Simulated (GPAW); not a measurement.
# free-standing triangular W monolayer, spacing 3.069 A: cost and accuracy of the plane-wave cutoff, part 2 of 2

Two starts of free-standing triangular W monolayer, spacing 3.069 A are run at each rung of the plane-wave cutoff. Which rung is enough?

GPAW 26.7.0; PBE; plane waves with GPAW's PAW setups, scalar-relativistic.

So far, largest spin moment in the augmentation sphere (μB): step 2 (rung 1 (250 eV), start ferro +) 0.130; step 5 (rung 2 (325 eV), start antiferro q=(0,1/2,0) +-) 1.20; step 6 (rung 3 (400 eV), start ferro +) 0.130; step 7 (rung 3 (400 eV), start antiferro q=(0,1/2,0) +-) 1.21; step 8 (rung 4 (500 eV), start ferro +) 0.130.

**9. Rung 4 (500 eV), start antiferro q=(0,1/2,0) +-**

The input, order2.py:

```python
import json
import numpy as np
from ase import Atoms
from ase.parallel import paropen, parprint
from gpaw import GPAW

atoms = Atoms(['W', 'W'],
    cell=[[3.069, 0.0, 0.0],
         [-3.069, 5.315664, 0.0],
         [0.0, 0.0, 14.0]],
    scaled_positions=[[0.0, 0.0, 0.5],
         [0.0, 0.5, 0.5]],
    pbc=True,
    magmoms=[1.0, -1.0])
atoms.calc = GPAW(mode={'name': 'pw', 'ecut': 500},
    xc='PBE',
    kpts={'size': (10, 5, 1), 'gamma': True},
    occupations={'name': 'fermi-dirac', 'width': 0.05},
    convergence={'density': 1e-05, 'energy': 1e-05},
    maxiter=200,
    symmetry={'tolerance': 1e-4},
    txt='order2.txt')
e = atoms.get_potential_energy(force_consistent=True)
res = {'free_energy': e, 'energy_sigma0': atoms.get_potential_energy(), 'fermi_energy': atoms.calc.get_fermi_level()}
res['moments'] = atoms.get_magnetic_moments().tolist()
res['total'] = atoms.get_magnetic_moment()
parprint('site moments (muB):', np.round(res['moments'], 3))
parprint(f"total moment: {res['total']:.3f} muB")
parprint(f'free energy: {e:.6f} eV')
atoms.calc.write('order2.gpw')
with paropen('results.json', 'w') as f:
    json.dump(res, f)
```

Launch:

```sh
OMP_NUM_THREADS=1 python3 order2.py > order2.log
```

Output:

```text
site moments (muB): [ 1.215 -1.215]
total moment: 0.000 muB
free energy: -14.765723 eV

--- order2.txt ---
Input parameters:
  mode=PW(ecut=500),
  convergence={'density': 1e-05, 'energy': 1e-05},
  kpts=MonkhorstPack(size=(10, 5, 1), gamma=True),
  maxiter=200,
  occupations=Occupations(name='fermi-dirac', width=0.05),
  symmetry=Symmetry(tolerance=0.0001),
  xc=XC(name='PBE')

Diagonalizing LCAO Hamiltonian
[...]
|          6 |       -39.956 |     1.000 |       -39.956 |     1.000 |
|          7 |       -39.923 |     1.000 |       -39.923 |     1.000 |
[...]
|         17 |        -0.319 |     0.000 |        -0.319 |     0.000 |
|         18 |         0.202 |     0.000 |         0.202 |     0.000 |
|         19 |         0.414 |     0.000 |         0.414 |     0.000 |
|         20 |         1.725 |     0.000 |         1.725 |     0.000 |

No gap
No difference between direct/indirect transitions


[key lines of the parts left out:]
Free energy:     -14.765723
Converged in 18 steps
dipole moment: (-11.426477, -19.791229, 0.000028)  # |e|*Ang
Fermi level: -2.333
```

The job ended after 52 s (1 MPI rank of AMD EPYC 9B45 (Zen 5), shared host; peak memory 0.36 GiB).

Read from the output:

```
magnetization  : 0 μB
final state    : antiferromagnetic
largest moment : 1.215 μB
```

This start lies -134.6 meV a seeded atom from the first, a change of -0.0 meV since rung 3; its largest moment is 1.21 μB.

**10. Rung 5 (650 eV), start ferro +**

The input, order1.py:

```python
import json
import numpy as np
from ase import Atoms
from ase.parallel import paropen, parprint
from gpaw import GPAW

atoms = Atoms(['W'],
    cell=[[3.069, 0.0, 0.0],
         [-1.5345, 2.657832, 0.0],
         [0.0, 0.0, 14.0]],
    scaled_positions=[[0.0, 0.0, 0.5]],
    pbc=True,
    magmoms=[1.0])
atoms.calc = GPAW(mode={'name': 'pw', 'ecut': 650},
    xc='PBE',
    kpts={'size': (10, 10, 1), 'gamma': True},
    occupations={'name': 'fermi-dirac', 'width': 0.05},
    convergence={'density': 1e-05, 'energy': 1e-05},
    maxiter=200,
    symmetry={'tolerance': 1e-4},
    txt='order1.txt')
e = atoms.get_potential_energy(force_consistent=True)
res = {'free_energy': e, 'energy_sigma0': atoms.get_potential_energy(), 'fermi_energy': atoms.calc.get_fermi_level()}
res['moments'] = atoms.get_magnetic_moments().tolist()
res['total'] = atoms.get_magnetic_moment()
parprint('site moments (muB):', np.round(res['moments'], 3))
parprint(f"total moment: {res['total']:.3f} muB")
parprint(f'free energy: {e:.6f} eV')
atoms.calc.write('order1.gpw')
with paropen('results.json', 'w') as f:
    json.dump(res, f)
```

Launch:

```sh
OMP_NUM_THREADS=1 python3 order1.py > order1.log
```

Output:

```text
site moments (muB): [0.13]
total moment: 0.203 muB
free energy: -7.249948 eV

--- order1.txt ---
Input parameters:
  mode=PW(ecut=650),
  convergence={'density': 1e-05, 'energy': 1e-05},
  kpts=MonkhorstPack(size=(10, 10, 1), gamma=True),
  maxiter=200,
  occupations=Occupations(name='fermi-dirac', width=0.05),
  symmetry=Symmetry(tolerance=0.0001),
  xc=XC(name='PBE')

Diagonalizing LCAO Hamiltonian
[...]
|          3 |       -40.450 |     1.000 |       -40.390 |     1.000 |
|          4 |        -7.664 |     1.000 |        -7.632 |     1.000 |
[...]
|          9 |        -0.294 |     0.000 |        -0.186 |     0.000 |
|         10 |        -0.294 |     0.000 |        -0.186 |     0.000 |
|         11 |         2.404 |     0.000 |         2.447 |     0.000 |
|         12 |         3.321 |     0.000 |         3.355 |     0.000 |

No gap
No difference between direct/indirect transitions


[key lines of the parts left out:]
Free energy:      -7.249948
Converged in 29 steps
dipole moment: (-5.716845, -9.901866, 0.000014)  # |e|*Ang
Fermi level: -2.295
```

The job ended after 23 s (1 MPI rank; peak memory 0.24 GiB).

Numbers from this step:

* magnetization: 0.2035 μB
* final state: weakly magnetic
* largest moment: 0.1302 μB

After 29 cycles the largest moment is only 0.130 μB.

**11. Rung 5 (650 eV), start antiferro q=(0,1/2,0) +-**

order2.py is the script of step 9 with these lines changed:

```diff
@@ -14,3 +14,3 @@
     magmoms=[1.0, -1.0])
-atoms.calc = GPAW(mode={'name': 'pw', 'ecut': 500},
+atoms.calc = GPAW(mode={'name': 'pw', 'ecut': 650},
     xc='PBE',
```

Launch:

```sh
OMP_NUM_THREADS=1 python3 order2.py > order2.log
```

Output:

```text
site moments (muB): [ 1.215 -1.215]
total moment: 0.000 muB
free energy: -14.769118 eV

--- order2.txt ---
Input parameters:
  mode=PW(ecut=650),
  convergence={'density': 1e-05, 'energy': 1e-05},
  kpts=MonkhorstPack(size=(10, 5, 1), gamma=True),
  maxiter=200,
  occupations=Occupations(name='fermi-dirac', width=0.05),
  symmetry=Symmetry(tolerance=0.0001),
  xc=XC(name='PBE')

Diagonalizing LCAO Hamiltonian
[...]
|          6 |       -39.956 |     1.000 |       -39.956 |     1.000 |
|          7 |       -39.923 |     1.000 |       -39.923 |     1.000 |
[...]
|         17 |        -0.319 |     0.000 |        -0.319 |     0.000 |
|         18 |         0.202 |     0.000 |         0.202 |     0.000 |
|         19 |         0.414 |     0.000 |         0.414 |     0.000 |
|         20 |         1.725 |     0.000 |         1.725 |     0.000 |

No gap
No difference between direct/indirect transitions


[key lines of the parts left out:]
Free energy:     -14.769118
Converged in 18 steps
dipole moment: (-11.426528, -19.791317, 0.000028)  # |e|*Ang
Fermi level: -2.334
```

Run time: 86 s. Hardware: 1 MPI rank; peak memory 0.49 GiB.

This step gave:

- magnetization: 0 μB
- final state: antiferromagnetic
- largest moment: 1.215 μB

This start lies -134.6 meV a seeded atom from the first, a change of -0.0 meV since rung 4; its largest moment is 1.21 μB.

**12. Rung 6 (800 eV), start ferro +**

order1.py is the script of step 10 with these lines changed:

```diff
@@ -13,3 +13,3 @@
     magmoms=[1.0])
-atoms.calc = GPAW(mode={'name': 'pw', 'ecut': 650},
+atoms.calc = GPAW(mode={'name': 'pw', 'ecut': 800},
     xc='PBE',
```

Launch:

```sh
OMP_NUM_THREADS=1 python3 order1.py > order1.log
```

Output:

```text
site moments (muB): [0.13]
total moment: 0.203 muB
free energy: -7.250047 eV

--- order1.txt ---
Input parameters:
  mode=PW(ecut=800),
  convergence={'density': 1e-05, 'energy': 1e-05},
  kpts=MonkhorstPack(size=(10, 10, 1), gamma=True),
  maxiter=200,
  occupations=Occupations(name='fermi-dirac', width=0.05),
  symmetry=Symmetry(tolerance=0.0001),
  xc=XC(name='PBE')

Diagonalizing LCAO Hamiltonian
[...]
|          3 |       -40.450 |     1.000 |       -40.390 |     1.000 |
|          4 |        -7.664 |     1.000 |        -7.632 |     1.000 |
[...]
|          9 |        -0.294 |     0.000 |        -0.186 |     0.000 |
|         10 |        -0.294 |     0.000 |        -0.186 |     0.000 |
|         11 |         2.403 |     0.000 |         2.446 |     0.000 |
|         12 |         3.321 |     0.000 |         3.354 |     0.000 |

No gap
No difference between direct/indirect transitions


[key lines of the parts left out:]
Free energy:      -7.250047
Converged in 29 steps
dipole moment: (-5.716842, -9.901862, 0.000014)  # |e|*Ang
Fermi level: -2.296
```

It took 39 s on 1 MPI rank; peak memory 0.28 GiB.

Numbers from this step:

- magnetization: 0.2031 μB
- final state: weakly magnetic
- largest moment: 0.1299 μB

After 29 cycles the largest moment is only 0.130 μB.

**13. Rung 6 (800 eV), start antiferro q=(0,1/2,0) +-**

order2.py is the script of step 11 with these lines changed:

```diff
@@ -14,3 +14,3 @@
     magmoms=[1.0, -1.0])
-atoms.calc = GPAW(mode={'name': 'pw', 'ecut': 650},
+atoms.calc = GPAW(mode={'name': 'pw', 'ecut': 800},
     xc='PBE',
```

Launch:

```sh
OMP_NUM_THREADS=1 python3 order2.py > order2.log
```

Output:

```text
site moments (muB): [ 1.215 -1.215]
total moment: 0.000 muB
free energy: -14.769356 eV

--- order2.txt ---
Input parameters:
  mode=PW(ecut=800),
  convergence={'density': 1e-05, 'energy': 1e-05},
  kpts=MonkhorstPack(size=(10, 5, 1), gamma=True),
  maxiter=200,
  occupations=Occupations(name='fermi-dirac', width=0.05),
  symmetry=Symmetry(tolerance=0.0001),
  xc=XC(name='PBE')

Diagonalizing LCAO Hamiltonian
[...]
|          6 |       -39.956 |     1.000 |       -39.956 |     1.000 |
|          7 |       -39.923 |     1.000 |       -39.923 |     1.000 |
[...]
|         17 |        -0.319 |     0.000 |        -0.319 |     0.000 |
|         18 |         0.202 |     0.000 |         0.202 |     0.000 |
|         19 |         0.414 |     0.000 |         0.414 |     0.000 |
|         20 |         1.725 |     0.000 |         1.725 |     0.000 |

No gap
No difference between direct/indirect transitions


[key lines of the parts left out:]
Free energy:     -14.769356
Converged in 18 steps
dipole moment: (-11.426525, -19.791312, 0.000028)  # |e|*Ang
Fermi level: -2.334
```

The job ended after 2.2 min (1 MPI rank; peak memory 0.61 GiB).

This step gave:

```
magnetization  : 0 μB
final state    : antiferromagnetic
largest moment : 1.215 μB
```

This start lies -134.6 meV a seeded atom from the first, a change of -0.0 meV since rung 5; its largest moment is 1.21 μB.

**14. Another try**

A slip in the input shows what the program catches and what it lets pass.

The input, run.py:

```python
import json
import numpy as np
from ase import Atoms
from ase.parallel import paropen, parprint
from gpaw import GPAW

atoms = Atoms(['W'],
    cell=[[3.069, 0.0, 0.0],
         [-1.5345, 2.657832, 0.0],
         [0.0, 0.0, 14.0]],
    scaled_positions=[[0.0, 0.0, 0.5]],
    pbc=True,
    magmoms=[1.0])
atoms.calc = GPAW(mode={'name': 'pw', 'ecut': 550},
    xc='PBE',
    kpts={'size': (0, 10, 1), 'gamma': True},
    occupations={'name': 'fermi-dirac', 'width': 0.05},
    convergence={'density': 1e-05, 'energy': 1e-05},
    maxiter=100,
    symmetry={'tolerance': 1e-4},
    txt='run.txt')
e = atoms.get_potential_energy(force_consistent=True)
res = {'free_energy': e, 'energy_sigma0': atoms.get_potential_energy(), 'fermi_energy': atoms.calc.get_fermi_level()}
res['moments'] = atoms.get_magnetic_moments().tolist()
res['total'] = atoms.get_magnetic_moment()
parprint('site moments (muB):', np.round(res['moments'], 3))
parprint(f"total moment: {res['total']:.3f} muB")
parprint(f'free energy: {e:.6f} eV')
atoms.calc.write('run.gpw')
with paropen('results.json', 'w') as f:
    json.dump(res, f)
```

Launch:

```sh
OMP_NUM_THREADS=1 python3 run.py > run.log
```

Output:

```text
ZeroDivisionError: float division by zero

--- run.txt ---
Input parameters:
  mode=PW(ecut=550),
  convergence={'density': 1e-05, 'energy': 1e-05},
  kpts=MonkhorstPack(size=(0, 10, 1), gamma=True),
  maxiter=100,
  occupations=Occupations(name='fermi-dirac', width=0.05),
  symmetry=Symmetry(tolerance=0.0001),
  xc=XC(name='PBE')
```

It took 1.1 s on 1 MPI rank; peak memory 0.11 GiB.

The input was rejected at the start.

The program's message: “ZeroDivisionError: float division by zero”

The fault put into the input: a mesh with a zero.

Each count of the mesh must be at least 1.

**15. Side by side**

Ladder, by row:

| rung | cutoff (eV) | state from the first start | state from the second start | second less first (meV a seeded atom) | moment, first (μB) | moment, second (μB) | CPU time (s) |
| --- | --- | --- | --- | --- | --- | --- | --- |
| 1 | 250 | weakly magnetic | antiferromagnetic | -130.8 | 0.1296 | 1.175 | 33.05 |
| 2 | 325 | weakly magnetic | antiferromagnetic | -133.3 | 0.1306 | 1.204 | 46.77 |
| 3 | 400 | weakly magnetic | antiferromagnetic | -134.6 | 0.1302 | 1.214 | 59.61 |
| 4 | 500 | weakly magnetic | antiferromagnetic | -134.6 | 0.1301 | 1.215 | 65.82 |
| 5 | 650 | weakly magnetic | antiferromagnetic | -134.6 | 0.1302 | 1.215 | 109.4 |
| 6 | 800 | weakly magnetic | antiferromagnetic | -134.6 | 0.1299 | 1.215 | 169.4 |

**16. Outcome**

```yaml
range_of_the_moment_in_the_table_second_start: 1.18 to 1.21 μB
range_of_cpu_time: 33 s to 2.8 min
range_of_the_energy_difference: -135 to -131 meV a seeded atom
first_rung_from_which_all_stay_within_6p7_mev_of_the_last: 1
```

**Reading.** From rung 1 on the result stays within 3.8 meV of the last rung, inside the margin of 6.7 meV set for it, at 20 % of the last rung's cost. The second start ends lower on every rung of the table; whether functional and cell give the true order is another question.

[Logs and program files are shortened in this print: banners, set-up blocks, solver, clock and traceback lines can be left out without a mark of their own.]

[Logs are printed without paths, hosts, clocks, repeated set-up lines and the standing remarks that a program may print on its own settings, such as how far it seeks lower states.]

[Hosts, paths, dates, database ids (printed as entryN), source tags and the programs' standing remarks are cut or masked in the printed files.]

[Where a cell is said to come from a database of computed structures, the database is the Materials Project.]
